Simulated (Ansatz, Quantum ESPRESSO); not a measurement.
# Pt1-xIrx: cell size against composition

Does the cell follow a straight line between the end members?

Calculated with Quantum ESPRESSO 7.5, PBEsol, GBRV 1.5 ultrasoft potentials, cutoff 680 eV, Fermi–Dirac smearing 0.05 eV, k-mesh 8×8×8, no spin polarisation, no spin-orbit coupling.

Each composition is one ordered cell of the fcc structure with 8 sites to fill (x is the share of Ir on the Pt sites), chosen so that its near-neighbour pairs are as close to random as the cell allows, with cell and atoms relaxed. The cell at x = 0.25: a = 5.5049 Å, b = 5.5049 Å, c = 5.5164 Å, α = 59.93°, β = 59.93°, γ = 59.92°.

```csv
atom,x,y,z
Pt,0.0000,0.5000,0.0000
Pt,0.0000,0.5000,0.5000
Pt,0.5000,0.0000,0.0000
Pt,0.5000,0.0000,0.5000
Pt,0.5000,0.5000,0.0000
Pt,0.5000,0.5000,0.5000
Ir,0.0000,0.0000,0.0000
Ir,0.0000,0.0000,0.5000
```

```csv
x,formula,space group,volume for each atom (Å³)
0,Pt,Fm-3m,14.999
0.25,IrPt3,Cmmm,14.751
0.375,Ir3Pt5,R-3m,14.629
0.5,IrPt,Imma,14.508
0.625,Ir5Pt3,R-3m,14.386
0.75,Ir3Pt,Cmmm,14.270
0.875,Ir7Pt,Fm-3m,14.153
1,Ir,Fm-3m,14.045
```

**Question.** Fit the trend and give the value at x = 0.125, a row left out above.

The law is y = (1 − x) y0 + x y1 − b x(1 − x). With w = x(1 − x) and δ the distance of each inner row from the straight line, b = −Σδw/Σw².

```
    x       w       δ
 0.25  0.1875  −0.010
0.375  0.2344  −0.012
  0.5  0.2500  −0.014
0.625  0.2344  −0.017
 0.75  0.1875  −0.014
0.875  0.1094  −0.011
```

Σδw = −0.01584 and Σw² = 0.2546, so b = 0.062 Å³. At x = 0.125 the law gives 14.873 Å³. The run itself gives 14.877 Å³, so the estimate misses by 0.004 Å³; the fitted rows themselves lie up to 0.004 Å³ off the law.

At x = 0.5 the bowing term is 0.11 % of the value there, against 6.4 % between the ends, so the straight line holds well.

One small ordered cell stands for each composition, so a random alloy may differ.

The same fit over all rows at other levels or in other programs gives b = 0.057 Å³ with PBEsol (Ansatz).

[Logs are printed without paths, hosts, clocks, repeated set-up lines and the standing remarks that a program may print on its own settings, such as how far it seeks lower states.]
